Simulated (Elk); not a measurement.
# Magnetic state of TiCo from several starts, part 2 of 2

A self-consistent run ends on one state, which hangs on the start. Several orders of TiCo are started in Elk and their energies compared.

Elk 11.2.3 (patched build); PBE; all-electron APW+lo, Dirac cores, scalar-relativistic bands.

So far, largest spin moment in the muffin-tin sphere (μB): step 2 (run 1 (ferro +)) 0.826.

## (3) Order 2, typed as antiferro q=(1/2,1/2,1/2) +-

Reversing part of the moments tests the sign of the couplings between them.

This order needs a doubled cell of 4 atoms. Its mesh is chosen so that both cells sample the same points.

File elk.in:

```
tasks
  0

xctype
  20

rgkmax
  7.0

nempty
  14

swidth
  0.005

reducebf
  0.5

epsengy
  1e-05

maxscl
  100

lmaxi
  2

spinpol
  .true.

sppath
  './'

avec
  11.28586389767 0.00000000000 0.00000000000
  5.64293194884 5.64293194884 0.00000000000
  5.64293194884 0.00000000000 5.64293194884

atoms
  2
  'Ti.in'
  2
  0.0000000000 0.0000000000 0.0000000000   0.000000 0.000000 0.000000
  0.5000000000 0.0000000000 0.0000000000   0.000000 0.000000 0.000000
  'Co.in'
  2
  0.7500000000 0.5000000000 0.5000000000   0.000000 0.000000 -0.150000
  0.2500000000 0.5000000000 0.5000000000   0.000000 0.000000 0.150000

ngridk
  4 8 8
```

On the command line:

```
$ OMP_NUM_THREADS=4 elk
```

Numbers of over 12 decimals in the logs are rounded to 6 here.

The log of the run:

```text
Warning(gndstate): core states of species 2 leak from the muffin-tin :   0.4867955026E-03

--- INFO.OUT ---
┌─────────────────────────┐
│ Elk code version 11.2.3 │
└─────────────────────────┘

All units are atomic (Hartree, Bohr, etc.)

┌─────────────────────────────────────────────────┐
│ Ground-state run starting from atomic densities │
└─────────────────────────────────────────────────┘

Lattice vectors :
   11.28586390       0.000000000       0.000000000
   5.642931949       5.642931949       0.000000000
   5.642931949       0.000000000       5.642931949

Species : 1 (Ti)
 parameters loaded from : Ti.in
 name : titanium
 nuclear charge    :   -22.00000000
 electronic charge :    22.00000000
 atomic mass :    87256.20317
 muffin-tin radius :    2.400000000
 number of radial points in muffin-tin :    993
 inner part over the whole radius :   0.9985722337E-02
 number on inner part of muffin-tin    :    699
 approximate nuclear radius :   0.6805665174E-04
 number of mesh points to nuclear radius :    325
 atomic positions (lattice), magnetic fields (Cartesian) :
  1 :   0.00000000  0.00000000  0.00000000    0.00000000  0.00000000  0.00000000
  2 :   0.50000000  0.00000000  0.00000000    0.00000000  0.00000000  0.00000000

Species : 2 (Co)
 parameters loaded from : Co.in
 name : cobalt
 nuclear charge    :   -27.00000000
 electronic charge :    27.00000000
 atomic mass :    107428.6517
 muffin-tin radius :    2.400000000
 number of radial points in muffin-tin :    993
 inner part over the whole radius :   0.9997676968E-02
 number on inner part of muffin-tin    :    701
 approximate nuclear radius :   0.7243775530E-04
 number of mesh points to nuclear radius :    333
 atomic positions (lattice), magnetic fields (Cartesian) :
  1 :  -0.25000000  0.50000000  0.50000000    0.00000000  0.00000000 -0.15000000
  2 :   0.25000000  0.50000000  0.50000000    0.00000000  0.00000000  0.15000000

Total number of atoms per unit cell :    4
Total muffin-tin volume :    231.6233432
 ratio of muffin-tin to unit cell volume :   0.6445222156

Spin treatment :
 spin-polarised
 global magnetic field (Cartesian) :    0.000000000       0.000000000       0.000000000
 collinear magnetisation in z-direction

Number of Bravais lattice symmetries :   48
Number of crystal symmetries         :   96
Crystal has inversion symmetry
Real symmetric eigensolver will be used

k-point grid :      4     8     8
k-point offset :    0.000000000       0.000000000       0.000000000
k-point set is reduced with full crystal symmetry group
Total number of k-points :       19

Muffin-tin radius times maximum |G+k| :    7.000000000
 using average radius
Maximum |G+k| for APW functions       :    2.916666667
Maximum (1/2)|G+k|²                   :    4.253472222
Maximum |G| for potential and density :    12.00000000
Constant for pseudocharge density :    7
 order of it for each species :   14  14
 order of it for pair densities of each species (exact exchange by exxq0 0: 14) :   10  10
Radial integration step length :    1

G-vector grid sizes :     45    32    32
Number of G-vectors :    10489

Maximum angular momentum used for
 APW functions            :    8
 outer part of muffin-tin :    6
 inner part of muffin-tin :    2

Number of empty states         :     56
Total number of valence states :    168
Total number of core states    :     44

Third-order local-orbitals added for an l without core states : T
Total number of local-orbitals :     80

Exchange-correlation functional :     20     0     0
 Perdew-Burke-Ernzerhof, Phys. Rev. Lett. 77, 3865 (1996)
 gradient requirement :    1
 generalised gradient approximation (GGA)

Smearing type :    3
 Fermi-Dirac
Smearing width :   0.5000000000E-02
Effective electronic temperature (K) :    1578.875124

Mixing type :    3
 Broyden mixing, J. Phys. A: Math. Gen. 17, L317 (1984)

Kohn-Sham potential initialised from atomic data

┌──────────────────────────────┐
│ Self-consistent loop started │
└──────────────────────────────┘

┌─────────────────┐
│ Loop number : 1 │
└─────────────────┘

Energies :
 Fermi                       :     0.228165
 sum of occupied eigenvalues :     -2609.7441822587
 electron kinetic            :      4553.6197948773
 core electron kinetic       :      4144.8933489955
 Coulomb                     :     -8844.4413508206
 Coulomb potential           :     -6884.3127368096
 nuclear-nuclear             :     -778.73378783009
 electron-nuclear            :     -9276.8137511832
 Hartree                     :      1211.1061881928
 Madelung                    :     -5402.2849824158
 xc potential                :     -278.91202109396
 xc effective B-field        :    -0.67654072452587E-01
 external B-field            :      0.000000
 exchange                    :     -199.57382848991
 correlation                 :     -4.481704
 electron entropic           :    -0.60688166574603E-02
 total energy                :     -4494.8831575365
 (external B-field energy excluded from total)

Density of states at Fermi energy :    75.63669092
 (states/Hartree/unit cell)

Estimated indirect band gap :   0.4473133254E-03
 from k-point 15 to k-point 14
Estimated direct band gap   :   0.1988901423E-01
 at k-point 18

Charges :
 core                        :    44.00000000
 valence                     :    54.00000000
 interstitial                :    4.434984575
 muffin-tins (core leakage)
  species : 1 (Ti)
   atom 1                    :    19.80989483     ( -0.2204034022E-06)
   atom 2                    :    19.80989483     ( -0.2204034022E-06)
  species : 2 (Co)
   atom 1                    :    26.97261288     (  0.4941864667E-03)
   atom 2                    :    26.97261288     (  0.4941864667E-03)
 total in muffin-tins        :    93.56501543
 total calculated charge     :    97.99837085
 total charge                :    98.00000000
 error                       :   0.1629147701E-02

Moments :
 interstitial                :   0.4477566174E-18
 muffin-tins
  species : 1 (Ti)
   atom 1                    :  -0.1780075821E-21
   atom 2                    :   0.1780075821E-21
  species : 2 (Co)
   atom 1                    :    1.180211026
   atom 2                    :   -1.180211026
 total in muffin-tins        :    0.000000000
 total moment                :   0.4477566174E-18

[... earlier loops left out ...]

┌──────────────────┐
│ Loop number : 33 │
└──────────────────┘

Energies :
 Fermi                       :     0.319859
 sum of occupied eigenvalues :     -2602.2290901491
 electron kinetic            :      4552.1399794993
 core electron kinetic       :      4144.6946654680
 Coulomb                     :     -8842.9935129148
 Coulomb potential           :     -6889.9955144210
 nuclear-nuclear             :     -778.73378783009
 electron-nuclear            :     -9268.5075257461
 Hartree                     :      1204.2478006614
 Madelung                    :     -5397.9957557043
 xc potential                :     -264.36884443074
 xc effective B-field        :    -0.47107203488095E-02
 external B-field            :      0.000000
 exchange                    :     -199.29469806301
 correlation                 :     -4.480171
 electron entropic           :    -0.11080924728656E-01
 total energy                :     -4494.6394832648
 (external B-field energy excluded from total)

Density of states at Fermi energy :    133.9195579
 (states/Hartree/unit cell)

Estimated indirect band gap :   0.2875487018E-02
 from k-point 19 to k-point 18
Estimated direct band gap   :   0.4119937340E-02
 at k-point 12

Charges :
 core                        :    44.00000000
 valence                     :    54.00000000
 interstitial                :    4.393085767
 muffin-tins (core leakage)
  species : 1 (Ti)
   atom 1                    :    20.42765816     ( -0.2204263598E-06)
   atom 2                    :    20.42765816     ( -0.2204263598E-06)
  species : 2 (Co)
   atom 1                    :    26.37579896     (  0.4867955026E-03)
   atom 2                    :    26.37579896     (  0.4867955026E-03)
 total in muffin-tins        :    93.60691423
 total calculated charge     :    97.99831364
 total charge                :    98.00000000
 error                       :   0.1686362772E-02

Moments :
 interstitial                :  -0.5453550468E-19
 muffin-tins
  species : 1 (Ti)
   atom 1                    :  -0.4137890753E-22
   atom 2                    :   0.4137890753E-22
  species : 2 (Co)
   atom 1                    :   0.2885575209
   atom 2                    :  -0.2885575209
 total in muffin-tins        :   0.5551115123E-16
 total moment                :   0.5545661573E-16

┌──────────────────────────────┐
│ Self-consistent loop stopped │
└──────────────────────────────┘

Warning : core states of species 2 leak from the muffin-tin :   0.4867955026E-03

Wrote STATE.OUT
```

Wall time 2.2 min (4 threads of Arm Neoverse V2, shared host); peak memory 0.44 GiB; 8.3 min of CPU time.

Spin moment in the muffin-tin sphere by atom:

```
atom  spin moment in the muffin-tin sphere (μB)
 Ti1                                      0.000
 Ti2                                      0.000
 Co3                                      0.289
 Co4                                     -0.289
```

Read from the output:

```yaml
density_of_states_at_the_fermi_level: 4.921 states/eV/cell
moment_between_the_spheres: 0 μB
magnetization: 0 μB
final_state: antiferromagnetic
```

It lies 13.6 meV a seeded atom over the first start, and its largest moment is 0.289 μB against 0.826 μB.

## (4) Order 3, typed as antiferro q=(0,1/2,1/2) +-

An opposed order shows whether the pairs that it reverses prefer unlike signs.

This order needs a doubled cell of 4 atoms. Its mesh is chosen so that both cells sample the same points.

File elk.in:

```
tasks
  0

xctype
  20

rgkmax
  7.0

nempty
  14

swidth
  0.005

reducebf
  0.5

epsengy
  1e-05

maxscl
  100

lmaxi
  2

spinpol
  .true.

sppath
  './'

avec
  5.64293194884 0.00000000000 0.00000000000
  0.00000000000 11.28586389767 0.00000000000
  0.00000000000 5.64293194884 5.64293194884

atoms
  2
  'Ti.in'
  2
  0.0000000000 0.0000000000 0.0000000000   0.000000 0.000000 0.000000
  0.0000000000 0.5000000000 0.0000000000   0.000000 0.000000 0.000000
  'Co.in'
  2
  0.5000000000 0.0000000000 0.5000000000   0.000000 0.000000 -0.150000
  0.5000000000 0.5000000000 0.5000000000   0.000000 0.000000 0.150000

ngridk
  8 4 8
```

On the command line:

```
$ OMP_NUM_THREADS=4 elk
```

The log of the run:

```text
Warning(gndstate): core states of species 2 leak from the muffin-tin :   0.4866730542E-03

--- INFO.OUT ---
┌─────────────────────────┐
│ Elk code version 11.2.3 │
└─────────────────────────┘

All units are atomic (Hartree, Bohr, etc.)

┌─────────────────────────────────────────────────┐
│ Ground-state run starting from atomic densities │
└─────────────────────────────────────────────────┘

Lattice vectors :
   5.642931949       0.000000000       0.000000000
   0.000000000       11.28586390       0.000000000
[...]
error                       :   0.1505910911E-02

Moments :
 interstitial                :   0.2545085996E-17
 muffin-tins
  species : 1 (Ti)
   atom 1                    :   0.1022666227E-19
   atom 2                    :  -0.1022666227E-19
  species : 2 (Co)
   atom 1                    :   0.3426824061
   atom 2                    :  -0.3426824061
 total in muffin-tins        :   0.5551115123E-16
 total moment                :   0.5805623723E-16

┌──────────────────────────────┐
│ Self-consistent loop stopped │
└──────────────────────────────┘

Warning : core states of species 2 leak from the muffin-tin :   0.4866730542E-03

Wrote STATE.OUT

[key lines of the parts left out:]
total energy                :     -4494.6394821698
```

Run time: 5.2 min. Hardware: 4 threads; peak memory 0.46 GiB; 19 min of CPU time.

Spin moment in the muffin-tin sphere by atom:

```
atom  spin moment in the muffin-tin sphere (μB)
 Ti1                                      0.000
 Ti2                                      0.000
 Co3                                      0.343
 Co4                                     -0.343
```

This step gave:

- density of states at the Fermi level: 5.027 states/eV/cell
- moment between the spheres: 0 μB
- magnetization: 0 μB
- final state: antiferromagnetic

It lies 13.6 meV a seeded atom over the first start, and its largest moment is 0.343 μB against 0.826 μB.

## (5) Order 4, typed as antiferro q=(0,0,1/2) +-

Reversing part of the moments tests the sign of the couplings between them.

The cell is doubled to 4 atoms to hold this order. Its mesh is chosen so that both cells sample the same points.

File elk.in:

```
tasks
  0

xctype
  20

rgkmax
  7.0

nempty
  14

swidth
  0.005

reducebf
  0.5

epsengy
  1e-05

maxscl
  100

lmaxi
  2

spinpol
  .true.

sppath
  './'

avec
  5.64293194884 0.00000000000 0.00000000000
  0.00000000000 5.64293194884 0.00000000000
  0.00000000000 0.00000000000 11.28586389767

atoms
  2
  'Ti.in'
  2
  0.0000000000 0.0000000000 0.0000000000   0.000000 0.000000 0.000000
  0.0000000000 0.0000000000 0.5000000000   0.000000 0.000000 0.000000
  'Co.in'
  2
  0.5000000000 0.5000000000 0.2500000000   0.000000 0.000000 -0.150000
  0.5000000000 0.5000000000 0.7500000000   0.000000 0.000000 0.150000

ngridk
  8 8 4
```

On the command line:

```
$ OMP_NUM_THREADS=4 elk
```

The log of the run:

```text
Warning(gndstate): core states of species 2 leak from the muffin-tin :   0.4863352301E-03

--- INFO.OUT ---
┌─────────────────────────┐
│ Elk code version 11.2.3 │
└─────────────────────────┘

All units are atomic (Hartree, Bohr, etc.)

┌─────────────────────────────────────────────────┐
│ Ground-state run starting from atomic densities │
└─────────────────────────────────────────────────┘

Lattice vectors :
   5.642931949       0.000000000       0.000000000
   0.000000000       5.642931949       0.000000000
[...]
error                       :   0.9524820709E-03

Moments :
 interstitial                :   0.7581855436E-17
 muffin-tins
  species : 1 (Ti)
   atom 1                    :    0.000000000
   atom 2                    :    0.000000000
  species : 2 (Co)
   atom 1                    :   0.4829516219
   atom 2                    :  -0.4829516219
 total in muffin-tins        :    0.000000000
 total moment                :   0.7581855436E-17

┌──────────────────────────────┐
│ Self-consistent loop stopped │
└──────────────────────────────┘

Warning : core states of species 2 leak from the muffin-tin :   0.4863352301E-03

Wrote STATE.OUT

[key lines of the parts left out:]
total energy                :     -4494.6395634360
```

It took 3.9 min on 4 threads; peak memory 0.45 GiB; 15 min of CPU time.

Read from the output:

| Quantity | Value |
| --- | --- |
| density of states at the Fermi level | 5.118 states/eV/cell |
| moment between the spheres | 0 μB |
| magnetization | 0 μB |
| final state | antiferromagnetic |
| largest moment | 0.4830 μB |

It lies 12.5 meV a seeded atom over the first start, and its largest moment is 0.483 μB against 0.826 μB.

## (6) Run 5 (no spin polarisation)

A run without seeds gives the energy of the state without moments.

File elk.in:

```
tasks
  0

xctype
  20

rgkmax
  7.0

nempty
  14

swidth
  0.005

epsengy
  1e-05

maxscl
  100

lmaxi
  2

sppath
  './'

avec
  5.64293194884 0.00000000000 0.00000000000
  0.00000000000 5.64293194884 0.00000000000
  0.00000000000 0.00000000000 5.64293194884

atoms
  2
  'Ti.in'
  1
  0.0000000000 0.0000000000 0.0000000000   0.000000 0.000000 0.000000
  'Co.in'
  1
  0.5000000000 0.5000000000 0.5000000000   0.000000 0.000000 0.000000

ngridk
  8 8 8
```

On the command line:

```
$ OMP_NUM_THREADS=4 elk
```

The log of the run:

```text
Warning(gndstate): core states of species 2 leak from the muffin-tin :   0.4869148334E-03

--- INFO.OUT ---
┌─────────────────────────┐
│ Elk code version 11.2.3 │
└─────────────────────────┘

All units are atomic (Hartree, Bohr, etc.)

┌─────────────────────────────────────────────────┐
│ Ground-state run starting from atomic densities │
└─────────────────────────────────────────────────┘

Lattice vectors :
   5.642931949       0.000000000       0.000000000
   0.000000000       5.642931949       0.000000000
[...]
interstitial                :    2.196138212
 muffin-tins (core leakage)
  species : 1 (Ti)
   atom 1                    :    20.42664455     ( -0.2204266281E-06)
  species : 2 (Co)
   atom 1                    :    26.37721724     (  0.4869148334E-03)
 total in muffin-tins        :    46.80386179
 total calculated charge     :    48.99935223
 total charge                :    49.00000000
 error                       :   0.6477700371E-03

┌──────────────────────────────┐
│ Self-consistent loop stopped │
└──────────────────────────────┘

Warning : core states of species 2 leak from the muffin-tin :   0.4869148334E-03

Wrote STATE.OUT

[key lines of the parts left out:]
total energy                :     -2247.3197306276
```

Run time: 4.8 s. Hardware: 4 threads; peak memory 0.08 GiB.

Numbers from this step:

| Property | Result |
| --- | --- |
| density of states at the Fermi level | 2.526 states/eV/cell |
| final state | non-magnetic (no spin polarisation) |

It lies 13.9 meV a seeded atom over the first start.

## (7) Another try

An input with a fault is tried, to see how the program answers.

File elk.in:

```
tasks
  0

xctype
  20

rgkmax
  7.0

nempty
  14

swidth
  0.005

reducebf
  0.5

epsengy
  1e-05

maxscl
  75

lmaxi
  2

spinpol
  .true.

sppath
  './'

avec
  5.64293194884 0.00000000000 0.00000000000
  0.00000000000 5.64293194884 0.00000000000
  0.00000000000 0.00000000000 5.64293194884

atoms
  2
  'Ti.in'
  1
  0.0000000000 0.0000000000 0.0000000000   0.000000 0.000000 0.000000
  'Co.in'
  1
  0.5000000000 0.5000000000 0.5000000000   0.000000 0.000000 -0.150000

ngridk
  0 0 0
```

On the command line:

```
$ OMP_NUM_THREADS=4 elk
```

The log of the run:

```text
┌─────────────────────────────────┐
│ Elk code version 11.2.3 started │
└─────────────────────────────────┘

Error(readinput): invalid ngridk : 0 0 0
```

Elapsed: 0.01 s, on 4 threads; peak memory 0.05 GiB.

The input was rejected at the start.

The program's message: “Error(readinput): invalid ngridk : 0 0 0”

The fault put into the input: a mesh of zeros.

Each count of the mesh must be at least 1.

## (8) Energies of the orders

These are free energies at a smearing of 0.136 eV, so its entropy term is in the differences. They are divided by the number of seeded atoms, so that cells of unlike size compare. Wavevectors q in the names are fractions of the reciprocal vectors of the first run's cell.

Orders:

```
                       start        final state  typed order kept  energy over the lowest (meV a seeded atom)  largest sphere moment (μB)  net moment (μB a primitive cell)  DOS at the Fermi level (states/eV a primitive cell)  mesh matched  CPU time (s)
                     ferro +      ferromagnetic               yes                                           0                      0.8262                            0.7226                                                2.191           yes         130.8
antiferro q=(1/2,1/2,1/2) +-  antiferromagnetic               yes                                       13.61                      0.2886                                 0                                                2.461           yes           496
  antiferro q=(0,1/2,1/2) +-  antiferromagnetic               yes                                       13.63                      0.3427                                 0                                                2.513           yes          1167
    antiferro q=(0,0,1/2) +-  antiferromagnetic               yes                                       12.52                       0.483                                 0                                                2.559           yes         896.2
        no spin polarisation       non-magnetic                 -                                       13.91                           0                                 0                                                2.526           yes         16.24
```

## (9) What came out

| Property | Result |
| --- | --- |
| lowest state found | ferromagnetic (typed ferro +) |
| largest site moment | 0.826 μB |
| next state | antiferromagnetic, 12.5 meV a seeded atom higher |
| energy gained by spin polarisation | 13.9 meV a seeded atom |

**Reading.** The lowest state found is ferromagnetic, reached from the start ferro +, with moments up to 0.826 μB. The next state costs 13 meV a seeded atom. Spin polarisation gains little. Only 5 starts are shown; other collinear patterns, canted and longer-period orders are not.

[Logs and program files are shortened in this print: banners, set-up blocks, solver, clock and traceback lines can be left out without a mark of their own.]

[Logs are printed without paths, hosts, clocks, repeated set-up lines and the standing remarks that a program may print on its own settings, such as how far it seeks lower states.]

[Hosts, paths, dates, database ids (printed as entryN), source tags and the programs' standing remarks are cut or masked in the printed files.]

[Where a cell is said to come from a database of computed structures, the database is the Materials Project.]
